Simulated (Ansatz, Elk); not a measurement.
## How far do independent atoms describe InMoS4?

Structure refinements treat a crystal as free atoms side by side. For a made-up structure of InMoS4 (cell and positions from a PBE relaxation) the runs below show what the calculated density changes in F(hkl).

Main program and level: Elk 11.2.3 (patched build); DFT, PBE, all-electron APW+lo, Dirac cores, scalar-relativistic bands, static density, no spin.

The structure was built from a prototype and need not be the compound's stable phase.

**1. Set-up**

It takes space group Cmmm (No. 65, orthorhombic). The conventional cell has a = 8.290 Å, b = 8.697 Å, c = 3.679 Å, α = 90.00°, β = 90.00°, γ = 90.00°. In has 6 S at 2.54 to 2.77 Å nearest. Nearest to Mo lie 6 S at 2.39 to 2.42 Å. Nearest to S lie 2 Mo at 2.42 Å and 1 In at 2.77 Å. Nearest to S lie 1 Mo at 2.39 Å and 2 In at 2.54 Å. Farther neighbours and most contacts between anions are not listed.

Coordinates:

```cif
data_structure
_symmetry_space_group_name_H-M 'P 1'
_symmetry_Int_Tables_number 1
_cell_length_a 6.0074
_cell_length_b 6.0074
_cell_length_c 3.6794
_cell_angle_alpha 90.000
_cell_angle_beta 90.000
_cell_angle_gamma 92.746
_cell_volume 132.63
loop_
_atom_site_label
_atom_site_type_symbol
_atom_site_fract_x
_atom_site_fract_y
_atom_site_fract_z
_atom_site_occupancy
In1 In 0.50000 0.50000 0.00000 1
Mo2 Mo 0.00000 0.00000 0.50000 1
S3 S 0.18144 0.81856 0.00000 1
S4 S 0.81856 0.18144 0.00000 1
S5 S 0.71201 0.71201 0.50000 1
S6 S 0.28799 0.28799 0.50000 1
```

**2. Ground state and structure factors**

An all-electron density is needed, since X-rays see the cores too. Task 0 finds the density and task 195 Fourier-transforms it; tshift is off so that phases refer to the origin typed.

Input file elk.in:

```
tasks
  0
  195

xctype
  20

spinpol
  .false.

rgkmax
  7.0

gmaxvr
  14.0

lmaxo
  7

lmaxapw
  8

swidth
  0.002

tshift
  .false.

ramdisk
  .false.

hmaxvr
  5.5

maxscl
  120

epspot
  1e-06

sppath
  './'

avec
  7.83268497141 -8.21740237387 -0.00000000000
  7.83268497141 8.21740237387 0.00000000000
  0.00000000000 0.00000000000 6.95311401571

atoms
  3
  'In.in'
  1
  0.5000000000 0.5000000000 0.0000000000   0.000000 0.000000 0.000000
  'Mo.in'
  1
  -0.0000000000 0.0000000000 0.5000000000   0.000000 0.000000 0.000000
  'S.in'
  4
  0.1814435755 0.8185564245 0.0000000000   0.000000 0.000000 0.000000
  0.8185564245 0.1814435755 -0.0000000000   0.000000 0.000000 0.000000
  0.7120067179 0.7120067179 0.5000000000   0.000000 0.000000 0.000000
  0.2879932821 0.2879932821 0.5000000000   0.000000 0.000000 0.000000

ngridk
  4 4 6
```

The run is started by

```console
$ OMP_NUM_THREADS=4 elk
```

Numbers of over 12 decimals in the logs are rounded to 6 here.

What it wrote:

```text
┌─────────────────────────┐
│ Elk code version 11.2.3 │
└─────────────────────────┘

All units are atomic (Hartree, Bohr, etc.)

┌─────────────────────────────────────────────────┐
│ Ground-state run starting from atomic densities │
└─────────────────────────────────────────────────┘

Lattice vectors :
   7.832684971      -8.217402374      -0.000000000
   7.832684971       8.217402374       0.000000000
   0.000000000       0.000000000       6.953114016

Reciprocal lattice vectors :
  0.4010875792     -0.3823097021       0.000000000
  0.4010875792      0.3823097021      -0.000000000
   0.000000000      -0.000000000      0.9036505504

Unit cell volume      :    895.0649677
Brillouin zone volume :   0.2771309596

Muffin-tin inner radius fraction :   0.1000000000E-01

Nuclei treated as point charges

Species : 1 (In)
 parameters loaded from : In.in
 name : indium
 nuclear charge    :   -49.00000000
 electronic charge :    49.00000000
 atomic mass :    209300.4102
 muffin-tin radius :    2.600000000
 number of radial points in muffin-tin :   1193
 inner part over the whole radius :   0.9943151076E-02
 number on inner part of muffin-tin    :    850
 approximate nuclear radius :   0.8768807633E-04
 number of mesh points to nuclear radius :    427
 atomic positions (lattice), magnetic fields (Cartesian) :
  1 :   0.50000000  0.50000000  0.00000000    0.00000000  0.00000000  0.00000000

Species : 2 (Mo)
 parameters loaded from : Mo.in
 name : molybdenum
 nuclear charge    :   -42.00000000
 electronic charge :    42.00000000
 atomic mass :    174887.9214
 muffin-tin radius :    2.416657374
 number of radial points in muffin-tin :   1193
 inner part over the whole radius :   0.9975728327E-02
 number on inner part of muffin-tin    :    847
 approximate nuclear radius :   0.8334154960E-04
 number of mesh points to nuclear radius :    421
 atomic positions (lattice), magnetic fields (Cartesian) :
  1 :   0.00000000  0.00000000  0.50000000    0.00000000  0.00000000  0.00000000

Species : 3 (S)
 parameters loaded from : S.in
 name : sulphur
 nuclear charge    :   -16.00000000
 electronic charge :    16.00000000
 atomic mass :    58450.91931
 muffin-tin radius :    2.044863932
 number of radial points in muffin-tin :    793
 inner part over the whole radius :   0.9918733903E-02
 number on inner part of muffin-tin    :    553
 approximate nuclear radius :   0.6195814986E-04
 number of mesh points to nuclear radius :    252
 atomic positions (lattice), magnetic fields (Cartesian) :
  1 :   0.18144358 -0.18144358  0.00000000    0.00000000  0.00000000  0.00000000
  2 :  -0.18144358  0.18144358  0.00000000    0.00000000  0.00000000  0.00000000
  3 :  -0.28799328 -0.28799328  0.50000000    0.00000000  0.00000000  0.00000000
  4 :   0.28799328  0.28799328  0.50000000    0.00000000  0.00000000  0.00000000

Total number of atoms per unit cell :    6
Total muffin-tin volume :    276.0076731
 ratio of muffin-tin to unit cell volume :   0.3083660774

Spin treatment :
 spin-unpolarised

Number of Bravais lattice symmetries :    8
Number of crystal symmetries         :    8
Crystal has inversion symmetry
Real symmetric eigensolver will be used

k-point grid :      4     4     6
k-point offset :    0.000000000       0.000000000       0.000000000
k-point set is reduced with full crystal symmetry group
Total number of k-points :       28

Muffin-tin radius times maximum |G+k| :    7.000000000
 using average radius
Maximum |G+k| for APW functions       :    3.182755383
Maximum (1/2)|G+k|²                   :    5.064965913
Maximum |G| for potential and density :    14.00000000
Constant for pseudocharge density :    9
 order of it for each species :   16  16  16
 order of it for pair densities of each species (exact exchange by exxq0 0: 17) :   14  12   8
Radial integration step length :    1

G-vector grid sizes :     54    54    32
Number of G-vectors :    41493

Maximum angular momentum used for
 APW functions            :    8
 outer part of muffin-tin :    7
[...]
electron entropic           :    -0.96760763297815E-03
 total energy                :     -11530.913285183

Density of states at Fermi energy :    73.44642787
 (states/Hartree/unit cell)

Estimated indirect band gap :   0.1901497987E-02
 from k-point 19 to k-point 10
Estimated direct band gap   :   0.1686410323E-01
 at k-point 18

Charges :
 core                        :    98.00000000
 valence                     :    57.00000000
 interstitial                :    11.91325585
 muffin-tins (core leakage)
  species : 1 (In)
[...]
species : 2 (Mo)
[...]
species : 3 (S)
[...]
total in muffin-tins        :    143.0867442
 total calculated charge     :    154.9982618
 total charge                :    155.0000000
 error                       :   0.1738212767E-02

RMS change in Kohn-Sham potential (target) :   0.4393304951     (  0.1000000000E-05)
Absolute change in total energy (target)   :   0.2920628437     (  0.1000000000E-03)

[... loops 3 to 16 left out ...]

┌──────────────────┐
│ Loop number : 17 │
└──────────────────┘

Energies :
 Fermi                       :     0.179018
 sum of occupied eigenvalues :     -6852.8551340472
 electron kinetic            :      11982.848048707
 core electron kinetic       :      11623.015806874
 Coulomb                     :     -23126.089217086
 Coulomb potential           :     -18332.845204621
 nuclear-nuclear             :     -1159.4195112852
 electron-nuclear            :     -25622.347013330
 Hartree                     :      3655.6773075290
 Madelung                    :     -13959.666614776
 xc potential                :     -502.85797813384
 exchange                    :     -379.09551185802
 correlation                 :     -7.353280
 electron entropic           :    -0.14639703880609E-02
 total energy                :     -11529.691424348

Density of states at Fermi energy :    115.2091068
 (states/Hartree/unit cell)

Estimated indirect band gap :   0.4440206468E-03
 from k-point 1 to k-point 4
Estimated direct band gap   :   0.1157225115E-01
 at k-point 4

Charges :
 core                        :    98.00000000
 valence                     :    57.00000000
 interstitial                :    11.65157881
 muffin-tins (core leakage)
  species : 1 (In)
[...]
species : 2 (Mo)
[...]
species : 3 (S)
[...]
total in muffin-tins        :    143.3484212
 total calculated charge     :    154.9983316
 total charge                :    155.0000000
 error                       :   0.1668446299E-02

RMS change in Kohn-Sham potential (target) :   0.3980266145E-06 (  0.1000000000E-05)
Absolute change in total energy (target)   :   0.3250623377E-04 (  0.1000000000E-03)

Convergence targets achieved

┌──────────────────┐
│ Loop number : 18 │
└──────────────────┘

Energies :
 Fermi                       :     0.179018
 sum of occupied eigenvalues :     -6852.8551326532
 electron kinetic            :      11982.848048160
 core electron kinetic       :      11623.015809504
 Coulomb                     :     -23126.089213615
 Coulomb potential           :     -18332.845218286
 nuclear-nuclear             :     -1159.4195112852
 electron-nuclear            :     -25622.346992070
 Hartree                     :      3655.6772897405
 Madelung                    :     -13959.666604472
 xc potential                :     -502.85796252667
 exchange                    :     -379.09551150131
 correlation                 :     -7.353280
 electron entropic           :    -0.14639699706662E-02
 total energy                :     -11529.691421052

Density of states at Fermi energy :    115.2090724
 (states/Hartree/unit cell)

Estimated indirect band gap :   0.4440470247E-03
 from k-point 1 to k-point 4
Estimated direct band gap   :   0.1157226934E-01
 at k-point 4

Charges :
 core                        :    98.00000000
 valence                     :    57.00000000
 interstitial                :    11.65157874
 muffin-tins (core leakage)
  species : 1 (In)
[...]
species : 2 (Mo)
[...]
species : 3 (S)
[...]
atom 2                    :    14.02947387     (  0.1965817442E-03)
   atom 3                    :    14.05345952     (  0.1974260273E-03)
   atom 4                    :    14.05345952     (  0.1974260273E-03)
 total in muffin-tins        :    143.3484213
 total calculated charge     :    154.9983316
 total charge                :    155.0000000
 error                       :   0.1668446515E-02

┌──────────────────────────────┐
│ Self-consistent loop stopped │
└──────────────────────────────┘

Warning : core states of species 1 leak from the muffin-tin :   0.1293919554E-03

Warning : core states of species 3 leak from the muffin-tin :   0.1974260273E-03

Wrote STATE.OUT
```

It took 39 s on 4 threads of Intel Xeon Platinum 8488C (Sapphire Rapids), shared host; peak memory 0.26 GiB.

SFACRHO.OUT:

```text

h k l indices transformed by vhmat matrix:
   1.000000000       0.000000000       0.000000000    
   0.000000000       1.000000000       0.000000000    
   0.000000000       0.000000000       1.000000000    

      h      k      l  multipl.   |H|            Re(F)            Im(F)           |F|

      0      0      0      1   0.0000000       155.00000      0.61192106E-15   155.00000    
      1      0      0      4  0.55410464      -1.5846091     -0.18632283E-13   1.5846091    
     -1      1      0      2  0.76461940       91.966771     -0.13253302E-14   91.966771    
      1      1      0      2  0.80217516       84.602678      0.10868831E-13   84.602678    
      0      0      1      2  0.90365055       6.8074228     -0.17918337E-13   6.8074228    
      1      0      1      8   1.0600077      -60.819838     -0.26395734E-13   60.819838    
      0     -2      0      4   1.1082093       38.795187     -0.34935530E-13   38.795187    
      1     -1     -1      4   1.1837344      -32.311870      0.13089462E-13   32.311870    
      1      1      1      4   1.2083333       51.138281      -0.0000000       51.138281    
     -1      2      0      4   1.2150381      -34.873956     -0.31053804E-14   34.873956    
      1      2      0      4   1.2625379       18.093314      0.62107608E-14   18.093314    
      0     -2      1      8   1.4299343       11.697214     -0.44251671E-13   11.697214    
     -2      1      1      8   1.5142331      -84.653182     -0.77634511E-14   84.653182    
     -2      2      0      2   1.5292388       86.839650     -0.13943059E-14   86.839650    
      1      2      1      8   1.5526063      -73.814131     -0.11645177E-13   73.814131    
      2      2      0      2   1.6043503       100.03059      0.20184973E-13   100.03059    
     -3      0      0      4   1.6623139      -12.338586     -0.34159185E-13   12.338586    
      1     -3      0      4   1.7268631       45.903181     -0.25619388E-13   45.903181
```

Elk indexes on the primitive cell of elk.in and gives |H| = 4π sin θ/λ in inverse bohr. Below, one row stands for each form hkl of the conventional cell (m members, Friedel mates merged), F is for one primitive cell and the density is static (no thermal factor). Free-atom factors are Waasmaier and Kirfel's, and R is Σm||F|−|F'||/Σm|F|.

```csv
hkl,m,sin θ/λ (Å⁻¹),"abs F, DFT",neutral atoms,diff.
110,4,0.083,1.585,1.574,+0.011
020,2,0.115,91.967,92.084,-0.117
200,2,0.121,84.603,84.902,-0.300
001,2,0.136,6.807,6.769,+0.038
111,8,0.159,60.820,61.327,-0.507
220,4,0.167,38.795,39.423,-0.627
021,4,0.178,32.312,32.130,+0.182
201,4,0.182,51.138,50.449,+0.689
130,4,0.183,34.874,34.335,+0.539
310,4,0.190,18.093,17.932,+0.161
221,8,0.215,11.697,11.435,+0.262
131,8,0.228,84.653,84.913,-0.260
040,2,0.230,86.840,87.154,-0.314
311,8,0.234,73.814,74.110,-0.296
400,2,0.241,100.031,100.282,-0.251
330,4,0.250,12.339,12.135,+0.203
240,4,0.260,45.903,46.221,-0.318
041,4,0.267,16.086,16.162,-0.076
```

**3. The highest occupied states alone**

An energy window below the Fermi level keeps the highest occupied states, to see at which angles they scatter; shallow core shells can lie inside it and anion s states outside. No new self-consistency is needed.

elk.in, as its differences from that of step 2:

```diff
@@ -1,3 +1,2 @@
 tasks
-  0
   195
@@ -40,2 +39,5 @@
 
+wsfac
+  -0.372220 0.479020
+
 sppath
```

The run is started by

```console
$ OMP_NUM_THREADS=4 elk
```

What it wrote:

```text
┌─────────────────────────────────┐
│ Elk code version 11.2.3 started │
└─────────────────────────────────┘

Info(readinput): the functional depends on the density's gradient
 muffin-tin radial points multiplied by    2.00000
 (not where nrmtscf is given)

┌────────────────────┐
│ Current task : 195 │
└────────────────────┘
Info(checkmt): changed muffin-tin radius of species 2 (Mo) from   2.6000 to   2.4167
Info(checkmt): changed muffin-tin radius of species 3 (S) from   2.2000 to   2.0449

Info(sfacrho): density structure factors written to SFACRHO.OUT

 Energy window :  -0.3722200000      0.4790200000

┌──────────────────┐
│ Elk code stopped │
└──────────────────┘
```

The job ended after 11 s (4 threads; peak memory 0.19 GiB).

States within 15 eV below the Fermi level hold 43.00 electrons; any levels below the window count with the cores. Their amplitudes can exceed the total, where window and core parts have opposite phase:

```csv
hkl,sin θ/λ (Å⁻¹),"abs F, window","abs F, all"
110,0.083,4.809,1.585
020,0.115,15.658,91.967
200,0.121,13.187,84.603
001,0.136,5.931,6.807
111,0.159,6.064,60.820
220,0.167,1.375,38.795
021,0.178,2.155,32.312
201,0.182,13.775,51.138
130,0.183,10.664,34.874
310,0.190,0.775,18.093
```

**4. Another functional**

The difference from free atoms is small, so it is set against the change that PBEsol makes.

elk.in, as its differences from that of step 3:

```diff
@@ -1,2 +1,3 @@
 tasks
+  0
   195
@@ -4,3 +5,3 @@
 xctype
-  20
+  22
 
@@ -39,5 +40,2 @@
 
-wsfac
-  -0.372220 0.479020
-
 sppath
```

The run is started by

```console
$ OMP_NUM_THREADS=4 elk
```

What it wrote:

```text
┌─────────────────────────┐
│ Elk code version 11.2.3 │
└─────────────────────────┘

All units are atomic (Hartree, Bohr, etc.)

┌─────────────────────────────────────────────────┐
│ Ground-state run starting from atomic densities │
└─────────────────────────────────────────────────┘

Lattice vectors :
   7.832684971      -8.217402374      -0.000000000
   7.832684971       8.217402374       0.000000000
   0.000000000       0.000000000       6.953114016

Reciprocal lattice vectors :
  0.4010875792     -0.3823097021       0.000000000
[...]
species : 3 (S)
[...]
atom 3                    :    14.02946657     (  0.1987744610E-03)
   atom 4                    :    14.02946657     (  0.1987744610E-03)
 total in muffin-tins        :    143.2792832
 total calculated charge     :    154.9983333
 total charge                :    155.0000000
 error                       :   0.1666732994E-02

┌──────────────────────────────┐
│ Self-consistent loop stopped │
└──────────────────────────────┘

Warning : core states of species 1 leak from the muffin-tin :   0.1310962493E-03

Warning : core states of species 3 leak from the muffin-tin :   0.1987744610E-03

Wrote STATE.OUT
[key lines of the parts left out:]
total energy                :     -11522.359801243
```

Run time: 40 s. Hardware: 4 threads; peak memory 0.25 GiB; 1.9 min of CPU time.

Against the first run R = 0.03 %; the largest change is -0.071 at 201.

**5. Basis size**

The basis and the expansions that go with it are enlarged, to see whether the differences are converged.

elk.in, as its differences from that of step 4:

```diff
@@ -5,3 +5,3 @@
 xctype
-  22
+  20
 
@@ -11,12 +11,12 @@
 rgkmax
-  7.0
+  8.5
 
 gmaxvr
-  14.0
+  18.0
 
 lmaxo
-  7
+  9
 
 lmaxapw
-  8
+  10
```

The run is started by

```console
$ OMP_NUM_THREADS=4 elk
```

What it wrote:

```text
┌─────────────────────────┐
│ Elk code version 11.2.3 │
└─────────────────────────┘

All units are atomic (Hartree, Bohr, etc.)

┌─────────────────────────────────────────────────┐
│ Ground-state run starting from atomic densities │
└─────────────────────────────────────────────────┘

Lattice vectors :
   7.832684971      -8.217402374      -0.000000000
   7.832684971       8.217402374       0.000000000
   0.000000000       0.000000000       6.953114016

Reciprocal lattice vectors :
  0.4010875792     -0.3823097021       0.000000000
[...]
species : 3 (S)
[...]
atom 3                    :    14.05713777     (  0.1975821590E-03)
   atom 4                    :    14.05713777     (  0.1975821590E-03)
 total in muffin-tins        :    143.3726700
 total calculated charge     :    154.9991479
 total charge                :    155.0000000
 error                       :   0.8521057213E-03

┌──────────────────────────────┐
│ Self-consistent loop stopped │
└──────────────────────────────┘

Warning : core states of species 1 leak from the muffin-tin :   0.1293093290E-03

Warning : core states of species 3 leak from the muffin-tin :   0.1975821590E-03

Wrote STATE.OUT
[key lines of the parts left out:]
total energy                :     -11529.699620971
```

Run time: 1.8 min. Hardware: 4 threads; peak memory 0.49 GiB.

Against the first run R = 0.01 %; the largest change is -0.014 at 462.

**6. Settings against the effect**

```csv
run,R against the first run (%),"R against neutral atoms, low angle (%)",wall time
"PBE, rgkmax 7",0.00,0.59,39 s
PBEsol,0.03,0.59,40 s
rgkmax 8.5 with larger expansions,0.01,0.59,1.8 min
```

**7. What came out**

| Item | Value |
| --- | --- |
| R against neutral atoms, sin θ/λ < 0.3 Å⁻¹ | 0.59 % |
| R against neutral atoms, 0.3 to 0.59 Å⁻¹ | 0.33 % |

**Reading.** Independent neutral atoms miss the calculated amplitudes by R = 0.59 % below 0.3 Å⁻¹ and 0.33 % from there to 0.59 Å⁻¹; by shells, 0.26 % below 0.15 Å⁻¹ (4 forms), 0.62 % 0.15 to 0.3 (24 forms), 0.50 % 0.3 to 0.45 (49 forms), 0.20 % above 0.45 (72 forms). Bonding, aspherical density and the tables' own atoms all enter these figures, and the runs don't part them. The largest change of an amplitude is +0.69 electrons, at 201. The window's part falls from 43.0 electrons at the origin to at most 1.13 between 0.45 and 0.59 Å⁻¹, where compact states inside the window still scatter. The window holds more than the 33 outer electrons of the free atoms, so shallow core shells lie inside it. Below 0.3 Å⁻¹ the changes that finished (PBEsol and rgkmax 8.5 with larger expansions) move F by R = 0.04 % at most, against the 0.59 % that separates it from free atoms. The k-mesh has no finished test. These runs have no spin, though d or f shells may be open. The electron count is odd, so without spin the run is a metal by force. Part of the difference isn't bonding: the tables are fits to free atoms and ions calculated by other methods than this functional. Thermal motion, anomalous dispersion and extinction are left out.

[Logs are printed without paths, hosts, clocks, repeated set-up lines and the standing remarks that a program may print on its own settings, such as how far it seeks lower states.]

[Hosts, paths, dates, database ids (printed as entryN), source tags and the programs' standing remarks are cut or masked in the printed files.]
